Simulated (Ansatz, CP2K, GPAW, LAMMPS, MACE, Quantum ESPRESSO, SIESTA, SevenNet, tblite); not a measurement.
**Liquid Ge at 2600 K (66 atoms) in GPAW**

How do the settings of GPAW change the result for liquid Ge at 2600 K (66 atoms)? A plane-wave run serves as the yardstick.

Method: the method is named at each step, in GPAW 26.7.0.

## 1. The structure

The cell holds 66 atoms: 66 Ge. Cell: a = 11.473 Å, b = 11.473 Å, c = 11.473 Å, α = 90.0°, β = 90.0°, γ = 90.0°. 66 atoms (66 Ge) placed at random at 5.27 g/cm³, melted at 3500 K for 10 ps at fixed volume with the Tersoff potential (Tersoff, Phys. Rev. B 39, 5566 (1989)). Snapshot at the end of a hold of 5 ps at 2600 K and fixed volume.

The yardstick, on the same geometry:

| Property | Result |
| --- | --- |
| method | Kohn-Sham DFT, PBE, PAW, plane waves (Ansatz 0.2.0); cutoff 420 eV, Γ point, fermi-dirac smearing of 0.05 eV; PAW set soft_2 |
| r.m.s. force component | 0.9003 eV/Å |
| longest force | 3.66 eV/Å |
| pressure | 4.681 GPa |
| SCF cycles | 10 |
| time | 46 s on 4 threads of Arm Neoverse V1, shared host |
| CPU time | 2.7 min |

## 2. PBE, LCAO dzp, h 0.2 Å

Method: Kohn-Sham DFT, PBE, PAW, atomic orbitals (dzp).

Input file run.py:

```python
import numpy as np
from ase.io import read
from gpaw import GPAW, FermiDirac

atoms = read("structure.xyz")
atoms.calc = GPAW(
    mode="lcao",
    basis="dzp",
    h=0.2,
    xc="PBE",
    kpts={"size": (1, 1, 1), "gamma": True},
    occupations=FermiDirac(0.05),
    maxiter=200,
    symmetry={"point_group": False},
    txt="gpaw.txt",
)
energy = atoms.get_potential_energy(force_consistent=True)
forces = atoms.get_forces()
print(f"energy {energy:.6f} eV")
print("forces (eV/A)")
for i, (a, f) in enumerate(zip(atoms, forces)):
    print(f"{i:4d} {a.symbol:2s} {f[0]:10.5f} {f[1]:10.5f} {f[2]:10.5f}")
print(f"Fermi level {atoms.calc.get_fermi_level():.4f} eV")
for k in range(len(atoms.calc.get_ibz_k_points())):
    for s in range(atoms.calc.get_number_of_spins()):
        e = atoms.calc.get_eigenvalues(kpt=k, spin=s)
        n = np.searchsorted(e, atoms.calc.get_fermi_level())
        print(f"k {k} spin {s} levels about the Fermi level:", np.round(e[max(n - 6, 0):n], 4).tolist(), "|", np.round(e[n:n + 6], 4).tolist())
```

Input file structure.xyz:

```xyz
66
Lattice="11.47290 0.00000 0.00000 0.00000 11.47290 0.00000 0.00000 0.00000 11.47290" Properties=species:S:1:pos:R:3 pbc="T T T"
Ge 0.44297 8.53354 11.40624
Ge 3.05420 0.62952 5.06207
Ge 1.34841 6.84680 1.32994
Ge 7.21014 7.37111 5.58420
Ge 0.16842 4.64939 1.50708
Ge 8.57003 2.10826 0.97829
Ge 5.98885 5.29210 1.07593
Ge 3.57909 4.12038 4.01356
Ge 5.18655 6.50640 7.59655
Ge 1.17781 3.60272 4.78844
Ge 1.73218 5.69549 6.11838
Ge 5.20548 9.80726 7.47689
Ge 6.58051 9.73980 5.35693
Ge 4.53443 2.08290 3.18098
Ge 10.07022 11.26077 4.04856
Ge 0.38755 10.71248 1.41472
Ge 6.33694 1.76797 7.52129
Ge 4.13403 7.98743 3.94243
Ge 10.36978 7.64875 10.01951
Ge 5.83420 11.20914 9.45023
Ge 7.12708 5.32756 8.12924
Ge 3.96687 2.06352 7.15725
Ge 4.21996 4.30762 8.77298
Ge 6.92390 4.51780 4.56966
Ge 1.90255 9.09686 9.67636
Ge 4.33010 8.16813 9.33779
Ge 9.74669 3.04514 8.51094
Ge 6.90531 7.66711 1.28680
Ge 6.30551 3.90801 10.57560
Ge 7.75924 0.49574 5.65167
Ge 9.83319 9.58297 2.33634
Ge 1.10404 8.90951 7.37845
Ge 9.33860 11.06240 7.64015
Ge 1.97609 3.80292 9.71479
Ge 3.61178 6.05586 1.99032
Ge 8.48949 9.05453 9.04592
Ge 10.52822 3.96894 3.61385
Ge 9.18165 7.05962 1.70028
Ge 1.93433 1.56215 8.67214
Ge 1.69133 8.44991 3.50325
Ge 3.61305 1.95028 0.50148
Ge 9.61773 5.78991 11.41129
Ge 0.04991 4.46456 7.94556
Ge 3.10732 0.16659 10.11933
Ge 7.98216 3.87382 6.76740
Ge 10.79107 0.97015 9.18383
Ge 1.27177 2.81751 0.31000
Ge 3.82105 10.95628 1.59863
Ge 6.73425 2.09139 3.89987
Ge 11.40360 7.02428 4.73418
Ge 8.69852 3.75887 10.40741
Ge 5.86896 9.63506 2.69877
Ge 5.95042 1.59657 11.39511
Ge 11.14627 7.06822 7.66722
Ge 6.46578 9.02917 10.50103
Ge 10.77236 1.23058 0.28992
[... 6 atom lines left out ...]
Ge 8.84893 7.04987 7.37535
Ge 7.99845 10.97383 1.65738
Ge 9.19771 2.05950 3.46837
Ge 1.97862 10.98565 3.13692
```

Command:

```console
OMP_NUM_THREADS=1 python run.py > output.txt
```

The log of the run:

```text
energy -257.379721 eV
forces (eV/A)
   0 Ge    0.82118    1.45304    2.14929
   1 Ge    0.64225    0.12127    0.31111
   2 Ge    0.50303   -0.31656    1.39959
   3 Ge    0.69998    0.83223   -0.21310
   4 Ge   -0.64000    1.06655   -0.71479
   5 Ge   -0.21749    0.22761    0.18965
   6 Ge   -0.40477    0.38996    0.90766
   7 Ge   -0.50282    0.99273   -0.24688
   8 Ge   -1.64035    0.43907    0.17608
   9 Ge    0.36576   -0.61815    0.34755
  10 Ge    0.06681   -0.08205    0.41330
  11 Ge   -0.27124   -0.36981   -0.18872
  12 Ge   -0.05137    0.19403   -0.34719
  13 Ge   -1.57099   -1.17266   -1.28664
  14 Ge   -0.31955    0.15438    0.70444
  15 Ge   -1.25457   -0.21299   -1.11616
  16 Ge    1.13381   -0.38617   -0.08961
  17 Ge    0.22169    0.24964   -0.08780
  18 Ge   -1.65945   -0.68889   -0.99041
  19 Ge   -0.67371    1.81921    0.39854
  20 Ge    0.43578    1.92042    3.48533
  21 Ge   -0.45679    0.85033   -0.18927
  22 Ge    0.55458   -0.59738   -0.11693
  23 Ge    0.91070   -0.85673   -0.64222
[...]
58 Ge   -1.27920    0.18371    0.01234
  59 Ge    0.01280    0.21515   -0.27104
  60 Ge    0.37345   -0.08082    1.77051
  61 Ge    0.30465    1.87395   -0.84030
  62 Ge   -1.66100    0.71058    0.43730
  63 Ge   -1.21126    0.30069   -0.35590
  64 Ge   -1.07527   -0.83815   -2.09778
  65 Ge   -0.41205   -0.36173    0.74978
Fermi level 5.6701 eV
k 0 spin 0 levels about the Fermi level: [5.3659, 5.3933, 5.4735, 5.5242, 5.5582, 5.6359] | [5.6952, 5.7718, 5.9027, 5.9301, 6.0264, 6.0999]
```

gpaw.txt:

```text
Input parameters:
  mode=LCAO(),
  basis={'default': 'dzp'},
  h=0.2,
  kpts=MonkhorstPack(size=(1, 1, 1), gamma=True),
  maxiter=200,
  occupations=Occupations(name='fermi-dirac', width=0.05, fixmagmom=False),
  symmetry=Symmetry(point_group=False),
  xc=XC(name='PBE')
Unit cell  # Å
| periodic |         x |         y |         z |   lengths |    angles |
|----------|-----------|-----------|-----------|-----------|-----------|
|      yes | 11.472900 |  0.000000 |  0.000000 | 11.472900 | 90.000000 |
|      yes |  0.000000 | 11.472900 |  0.000000 | 11.472900 | 90.000000 |
|      yes |  0.000000 |  0.000000 | 11.472900 | 11.472900 | 90.000000 |
Number of symmetries: 1
Symmetry operations  # r_c * U_cc + t_c -> r_c
|   | kind |            matrix            |
|---|------|------------------------------|
| 0 |  E   |  1, 0, 0,  0, 1, 0,  0, 0, 1 |
BZ-sampling:
  Number of BZ points: 1
  Number of IBZ points: 1
  Monkhorst-Pack size: [1, 1, 1]
  Monkhorst-Pack shift: [0, 0, 0]
[... lines left out ...]
  Fermi-Dirac:
[... lines left out ...]
xc functional:
  name: PBE with 2 nearest neighbor stencil
interpolation: tri-quintic # 5. degree polynomial
Initialization done in: 12.241 s
convergence criteria:
- Maximum [total energy] change in last 3 cyles: 0.0005 eV / valence electron
- Maximum integral of absolute [dens]ity change: 0.0001 electrons / valence electron
- Maximum integral of absolute [eigenst]ate change: 4e-08 eV^2 / valence electron
maximum number of iterations: 200
SCF iterations
|iter     |      energy | eigst |  dens |
|---------|-------------|-------|-------|
|iter:   1| -258.004511 |      c|       |
|iter:   2| -257.847910 |      c| -1.13 |
|iter:   3| -263.196945 |      c| -1.15 |
|iter:   4| -265.365871 |      c| -1.19 |
|iter:   5| -257.658918 |      c| -1.10 |
|iter:   6| -257.451937 |      c| -1.73 |
|iter:   7| -257.290553 |      c| -1.88 |
|iter:   8| -257.279520 |      c| -2.24 |
|iter:   9| -257.271856c|      c| -2.37 |
|iter:  10| -257.260271c|      c| -2.48 |
|iter:  11| -257.261781c|      c| -2.86 |
[...]
|iter:  15| -257.258939c|      c| -3.92 |
|iter:  16| -257.258945c|      c| -3.88 |
|iter:  17| -257.258965c|      c| -4.36c|
Converged in 17 steps
SCF loop duration: 214.523 s (12.619 s/step)
Energy contributions relative to reference atoms: (reference = -3768444.098265)
Energy contributions:
  Kinetic:        1059.763232
  Coulomb:        -948.934719
  Zero:              0.397128
  External:          0.000000
  Xc:             -368.363849
  Entropy:          -0.241513
  Spinorbit:         0.000000
  ----------------------------
  Free energy:    -257.379721
  Extrapolated:   -257.258965
dipole moment: (-55.416503, 70.854983, 41.648988)  # |e|*Ang
Fermi level: 5.670
Eigenvalues  # (at kpt = [0.000, 0.000, 0.000])
| band index |      eig [eV] | occ [0-2] |
|------------|---------------|-----------|
|          0 |        -7.209 |     2.000 |
|        ... |               |           |
|        124 |         5.198 |     2.000 |
|        125 |         5.254 |     2.000 |
[...]
|        139 |         6.265 |     0.000 |
|        ... |               |           |
|        162 |         7.813 |     0.000 |
Gap: 0.059 eV
Transition (v -> c):
  (s=0, k=0, n=131, [0.00, 0.00, 0.00]) -> (s=0, k=0, n=132, [0.00, 0.00, 0.00])
No difference between direct/indirect transitions
Force computation time: 29.921  # s
timing:  # [seconds]
  Total:  256.717  # ━━━━━━━━━━━━━━━━━━━━━━━━━━━━━━━━━━━━━━━━━━━━━━━━━━━━━━━━
  Init:    12.240  # ━━╸
  SCF:    214.523  # ━━━━━━━━━━━━━━━━━━━━━━━━━━━━━━━━━━━━━━━━━━━━━━━
  Forces:  29.921  # ━━━━━━╸
```

It took 4.3 min on 1 thread of Arm Neoverse V1, shared host; peak memory 1.4 GiB.

Banners, paths, timers and routine set-up lines are dropped from the logs unmarked, and long logs keep their key lines alone; longer cuts are marked.

Against the reference:

```yaml
r_m_s_force_component: 0.985 eV/Å
r_m_s_difference_of_force_components: 99.81 meV/Å
longest_difference_of_force_vectors: 348.8 meV/Å
force_difference_over_r_m_s_force: 11.09 %
slope_of_forces_against_the_reference_s: 1.092
correlation_of_force_components: 0.9984
```

Local excerpt of 9 atoms (numbers count through the whole input) about Ge30, which has 6 bonded neighbours where the commonest count for Ge is 4; x, y, z are measured from there.

```csv
atom,x,y,z,distance (Å),bonds,Fx,Fy,Fz (eV/Å)
Ge30,0.00,0.00,0.00,0.00,6,0.45,-0.45,0.58
Ge13,-1.18,-2.23,-0.29,2.54,4,-0.05,0.19,-0.35
Ge49,-1.02,1.60,-1.75,2.58,4,1.29,0.02,0.71
Ge17,-1.42,1.27,1.87,2.67,4,1.13,-0.39,-0.09
Ge33,1.58,-0.91,1.99,2.70,4,0.25,-0.26,-0.27
Ge61,2.13,1.85,0.11,2.82,6,0.37,-0.08,1.77
Ge15,2.31,-0.71,-1.60,2.90,4,-0.32,0.15,0.70
Ge65,1.44,1.56,-2.18,3.05,5,-1.08,-0.84,-2.10
Ge45,0.22,3.38,1.12,3.56,5,0.89,-2.89,-2.22
```

Atoms are counted from 1 here, from 0 in the log.

Forces lie 11 % from the reference's, at 1.6 times its CPU time (on 1 against 4 cores).

## 3. PBE, LCAO sz(dzp), h 0.2 Å

Method: Kohn-Sham DFT, PBE, PAW, atomic orbitals (sz(dzp)).

run.py: that of step 2 with these lines changed.

```diff
@@ -7,3 +7,3 @@
     mode="lcao",
-    basis="dzp",
+    basis="sz(dzp)",
     h=0.2,
```

structure.xyz is that of step 2.

The log of the run:

```text
energy -238.945232 eV
forces (eV/A)
   0 Ge    0.75745    1.81711    2.57694
   1 Ge    1.03831    0.11836    0.31072
   2 Ge    0.38182   -0.20836    1.53319
   3 Ge    1.02044    1.14536   -0.40353
   4 Ge   -0.84417    1.16227   -0.78937
   5 Ge   -0.32579    0.40044    0.19465
   6 Ge   -0.37082    0.33889    1.23060
   7 Ge   -0.60256    1.22904   -0.25307
   8 Ge   -2.00000    0.52385    0.20834
   9 Ge    0.47702   -0.96589    0.20221
  10 Ge    0.60100    0.08329    0.69027
  11 Ge   -0.21325   -0.32811   -0.25907
  12 Ge    0.10641    0.37905   -0.46990
  13 Ge   -1.88918   -1.48667   -1.49107
  14 Ge   -0.22799    0.07816    0.98006
  15 Ge   -1.32048   -0.21301   -1.56132
  16 Ge    1.59726   -0.35917    0.01034
  17 Ge    0.25805    0.25834   -0.10365
  18 Ge   -1.90692   -0.78892   -1.12389
  19 Ge   -0.71962    2.34316    0.46821
  20 Ge    0.73194    2.14981    4.14413
  21 Ge   -0.46251    1.04912   -0.35270
  22 Ge    0.64618   -0.53386   -0.21084
  23 Ge    1.15309   -1.04306   -0.90707
[...]
58 Ge   -1.60860    0.07263   -0.06861
  59 Ge   -0.04793    0.25483   -0.23053
  60 Ge    0.31026   -0.00251    2.35764
  61 Ge    0.08864    2.32232   -0.95804
  62 Ge   -1.94701    0.73033    0.45476
  63 Ge   -1.70225    0.43176   -0.62501
  64 Ge   -1.15580   -0.80105   -2.63558
  65 Ge   -0.65656   -0.32600    0.98925
Fermi level 5.6924 eV
k 0 spin 0 levels about the Fermi level: [5.3427, 5.3938, 5.4569, 5.5251, 5.5711, 5.6569] | [5.7228, 5.806, 5.9324, 5.9886, 6.0705, 6.1421]
```

gpaw.txt:

```text
Input parameters:
  mode=LCAO(),
  basis={'default': 'sz(dzp)'},
  h=0.2,
  kpts=MonkhorstPack(size=(1, 1, 1), gamma=True),
  maxiter=200,
  occupations=Occupations(name='fermi-dirac', width=0.05, fixmagmom=False),
  symmetry=Symmetry(point_group=False),
  xc=XC(name='PBE')
Unit cell  # Å
| periodic |         x |         y |         z |   lengths |    angles |
[... lines left out ...]
  Fermi-Dirac:
[... lines left out ...]
convergence criteria:
- Maximum [total energy] change in last 3 cyles: 0.0005 eV / valence electron
[... lines left out ...]
Converged in 15 steps
[... lines left out ...]
  Free energy:    -238.945232
  Extrapolated:   -238.836531
dipole moment: (-55.945278, 70.392432, 40.806865)  # |e|*Ang
Fermi level: 5.692
Eigenvalues  # (at kpt = [0.000, 0.000, 0.000])
| band index |      eig [eV] | occ [0-2] |
|------------|---------------|-----------|
|          0 |        -7.498 |     2.000 |
|        ... |               |           |
|        124 |         5.160 |     2.000 |
|        125 |         5.264 |     2.000 |
[...]
|        139 |         6.335 |     0.000 |
|        ... |               |           |
|        162 |         8.066 |     0.000 |
Gap: 0.066 eV
Transition (v -> c):
  (s=0, k=0, n=131, [0.00, 0.00, 0.00]) -> (s=0, k=0, n=132, [0.00, 0.00, 0.00])
No difference between direct/indirect transitions
Force computation time: 5.336  # s
timing:  # [seconds]
  Total:  68.206  # ━━━━━━━━━━━━━━━━━━━━━━━━━━━━━━━━━━━━━━━━━━━━━━━━━━━━━━━━━
  Init:    8.943  # ━━━━━━━╸
  SCF:    53.899  # ━━━━━━━━━━━━━━━━━━━━━━━━━━━━━━━━━━━━━━━━━━━━━
  Forces:  5.336  # ━━━━╸
```

It took 70 s on 1 thread; peak memory 1 GiB.

Numbers from this run, and their distance from the reference:

| Property | Result |
| --- | --- |
| r.m.s. force component | 1.188 eV/Å |
| r.m.s. difference of force components | 333.4 meV/Å |
| longest difference of force vectors | 1087 meV/Å |
| force difference over r.m.s. force | 37.03 % |
| slope of forces against the reference's | 1.303 |
| correlation of force components | 0.9869 |

This is a coarse setting, run to see what it loses.

Against the first run (11 %), the force difference from the reference is 37 %, at 0.27 times the CPU time, with 264 basis functions against 858: the smaller basis costs accuracy.

## 4. PBE, LCAO dzp, h 0.2 Å, other mixer settings

Method: Kohn-Sham DFT, PBE, PAW, atomic orbitals (dzp).

run.py: that of step 3 with these lines changed.

```diff
@@ -2,3 +2,3 @@
 from ase.io import read
-from gpaw import GPAW, FermiDirac
+from gpaw import GPAW, FermiDirac, Mixer
 
@@ -7,3 +7,3 @@
     mode="lcao",
-    basis="sz(dzp)",
+    basis="dzp",
     h=0.2,
@@ -12,2 +12,3 @@
     occupations=FermiDirac(0.05),
+    mixer=Mixer(0.03, 7, 100),
     maxiter=200,
```

structure.xyz is that of step 3.

The log of the run:

```text
energy -257.379721 eV
forces (eV/A)
   0 Ge    0.81852    1.45238    2.14884
   1 Ge    0.64139    0.12008    0.30821
   2 Ge    0.50003   -0.31604    1.39649
   3 Ge    0.70146    0.83105   -0.21321
   4 Ge   -0.64063    1.06688   -0.71392
   5 Ge   -0.21639    0.22644    0.18916
   6 Ge   -0.39984    0.38929    0.90619
   7 Ge   -0.50299    0.99322   -0.24533
   8 Ge   -1.63793    0.44128    0.17299
   9 Ge    0.36668   -0.61806    0.34632
  10 Ge    0.06509   -0.08104    0.41172
  11 Ge   -0.27070   -0.37321   -0.18816
  12 Ge   -0.05005    0.19391   -0.34834
  13 Ge   -1.57104   -1.17346   -1.28718
  14 Ge   -0.31824    0.15598    0.70346
  15 Ge   -1.25367   -0.21243   -1.11671
  16 Ge    1.13534   -0.38373   -0.08951
  17 Ge    0.22027    0.24837   -0.08798
  18 Ge   -1.66030   -0.68711   -0.99048
  19 Ge   -0.67376    1.81841    0.39842
  20 Ge    0.43590    1.92064    3.48699
  21 Ge   -0.45482    0.84958   -0.18807
  22 Ge    0.55464   -0.59706   -0.11686
  23 Ge    0.90846   -0.85589   -0.64308
[...]
58 Ge   -1.27920    0.18253    0.01286
  59 Ge    0.00984    0.21569   -0.27244
  60 Ge    0.37327   -0.08122    1.77064
  61 Ge    0.30329    1.87485   -0.83826
  62 Ge   -1.66001    0.70742    0.43749
  63 Ge   -1.20738    0.30031   -0.35729
  64 Ge   -1.07383   -0.84010   -2.09998
  65 Ge   -0.41442   -0.36128    0.74900
Fermi level 5.6700 eV
k 0 spin 0 levels about the Fermi level: [5.3658, 5.3932, 5.4734, 5.5241, 5.5581, 5.6357] | [5.6951, 5.7717, 5.9026, 5.93, 6.0263, 6.0998]
```

gpaw.txt:

```text
Input parameters:
  mode=LCAO(),
  basis={'default': 'dzp'},
  h=0.2,
  kpts=MonkhorstPack(size=(1, 1, 1), gamma=True),
  maxiter=200,
  mixer=Pulay(name='pulay', nmaxold=7, beta=0.03, weight=100, sigma=0.015, g_ss=None),
  occupations=Occupations(name='fermi-dirac', width=0.05, fixmagmom=False),
  symmetry=Symmetry(point_group=False),
  xc=XC(name='PBE')
Unit cell  # Å
[... lines left out ...]
  Fermi-Dirac:
[... lines left out ...]
convergence criteria:
- Maximum [total energy] change in last 3 cyles: 0.0005 eV / valence electron
[... lines left out ...]
Converged in 21 steps
[... lines left out ...]
  Free energy:    -257.379721
  Extrapolated:   -257.258966
dipole moment: (-55.417189, 70.854593, 41.649226)  # |e|*Ang
Fermi level: 5.670
Eigenvalues  # (at kpt = [0.000, 0.000, 0.000])
| band index |      eig [eV] | occ [0-2] |
|------------|---------------|-----------|
|          0 |        -7.209 |     2.000 |
|        ... |               |           |
|        124 |         5.198 |     2.000 |
|        125 |         5.254 |     2.000 |
[...]
|        139 |         6.265 |     0.000 |
|        ... |               |           |
|        162 |         7.813 |     0.000 |
Gap: 0.059 eV
Transition (v -> c):
  (s=0, k=0, n=131, [0.00, 0.00, 0.00]) -> (s=0, k=0, n=132, [0.00, 0.00, 0.00])
No difference between direct/indirect transitions
Force computation time: 28.827  # s
timing:  # [seconds]
  Total:  308.738  # ━━━━━━━━━━━━━━━━━━━━━━━━━━━━━━━━━━━━━━━━━━━━━━━━━━━━━━━━
  Init:    11.053  # ━━
  SCF:    268.820  # ━━━━━━━━━━━━━━━━━━━━━━━━━━━━━━━━━━━━━━━━━━━━━━━━━
  Forces:  28.827  # ━━━━━
```

Wall time 5.2 min (1 thread); peak memory 1.3 GiB.

Numbers from this run, and their distance from the reference:

```yaml
r_m_s_force_component: 0.9847 eV/Å
r_m_s_difference_of_force_components: 99.75 meV/Å
longest_difference_of_force_vectors: 350.4 meV/Å
force_difference_over_r_m_s_force: 11.08 %
slope_of_forces_against_the_reference_s: 1.092
correlation_of_force_components: 0.9984
energy_less_the_same_level_run_s: 0 meV/atom
r_m_s_force_difference_from_the_same_level_run: 1.538 meV/Å
```

Against the first run (11 %), the force difference from the reference is 11 %, at 1.2 times the CPU time: another solver or mixer reaches the same state.

## 5. Side by side

Differences are against the plane-wave reference, forces as r.m.s. over components; share is that over the reference's r.m.s. force, slope the least-squares factor from reference forces to these. Total energies of different programs have different zeros and aren't compared.

```
                                              run  Δ force, r.m.s. (meV/Å)  share (%)  slope  cores  CPU time  memory (GiB)
                                        reference                        -          -      -      4   2.7 min           2.3
                      GPAW PBE, LCAO dzp, h 0.2 Å                     99.8       11.1  1.092      1   4.3 min           1.4
         GPAW PBE, LCAO sz(dzp), h 0.2 Å (coarse)                      333       37.0  1.303      1      70 s           1.0
GPAW PBE, LCAO dzp, h 0.2 Å, other mixer settings                     99.7       11.1  1.092      1   5.2 min           1.3
```

Rows marked coarse were listed beforehand as settings not expected to be converged; some can still land near the reference.

CPU time is summed over cores on a shared host, where runs went side by side, so it is rough. Symmetry, cutoffs, thresholds, outputs and thread counts weren't matched or tuned between programs; memory under MPI is the largest rank's times the ranks.

Within one program, basis, potentials and functional, energies share a zero. Each run against its twin at the usual cutoff or grid and solver:

```
                                              run               twin  Δ energy (meV/atom)  Δ force, r.m.s. (meV/Å)  CPU time over the twin's
GPAW PBE, LCAO dzp, h 0.2 Å, other mixer settings  LCAO dzp, h 0.2 Å                    0                     1.54                       1.2
```

## 6. Summary of results

| Quantity | Value |
| --- | --- |
| nearest in forces | a tie at 11 % of 2 runs: GPAW PBE, LCAO dzp, h 0.2 Å; GPAW PBE, LCAO dzp, h 0.2 Å, other mixer settings |

What this shows: The PBE runs in local orbitals, coarse settings apart, differ by 11 % in each run; basis, grid and potentials can all enter. Runs with settings chosen to be coarse differ by 37 % (GPAW PBE, LCAO sz(dzp), h 0.2 Å), their programs' other errors included. One electronic-structure run takes under half the reference's CPU time: GPAW PBE, LCAO sz(dzp), h 0.2 Å, at 37 % in 70 s against 2.7 min. GPAW PBE, LCAO sz(dzp), h 0.2 Å stiffens the forces by a factor of 1.30 while following their directions (correlation 0.987); the slopes of the 3 GPAW runs lie between 1.09 and 1.30. The potentials hold different valence shells: 924 electrons in the reference, 264 in GPAW; this bears on time and differences. GPAW's setups keep the filled d shell of Ge in the core. The frame stands for 2600 K, but pressures are static and levels are smeared at 580 K, under the temperature of the frame, which matters where levels are partly filled. The network of bonds at the start is that of the classical potential that made the cell, and needn't be the one that DFT or experiment would give. The electronic-structure runs sample only Γ, in a cell whose shortest periodic width is 11 Å, which is coarse for a cell with partly filled levels.

[Also dropped from logs without a mark: logging warnings of Python, and SIESTA's first energy breakdown and zero terms.]

[Logs are printed without paths, hosts, clocks, repeated set-up lines and the standing remarks that a program may print on its own settings, such as how far it seeks lower states.]

[Hosts, paths, dates, database ids (printed as entryN), source tags and the programs' standing remarks are cut or masked in the printed files.]
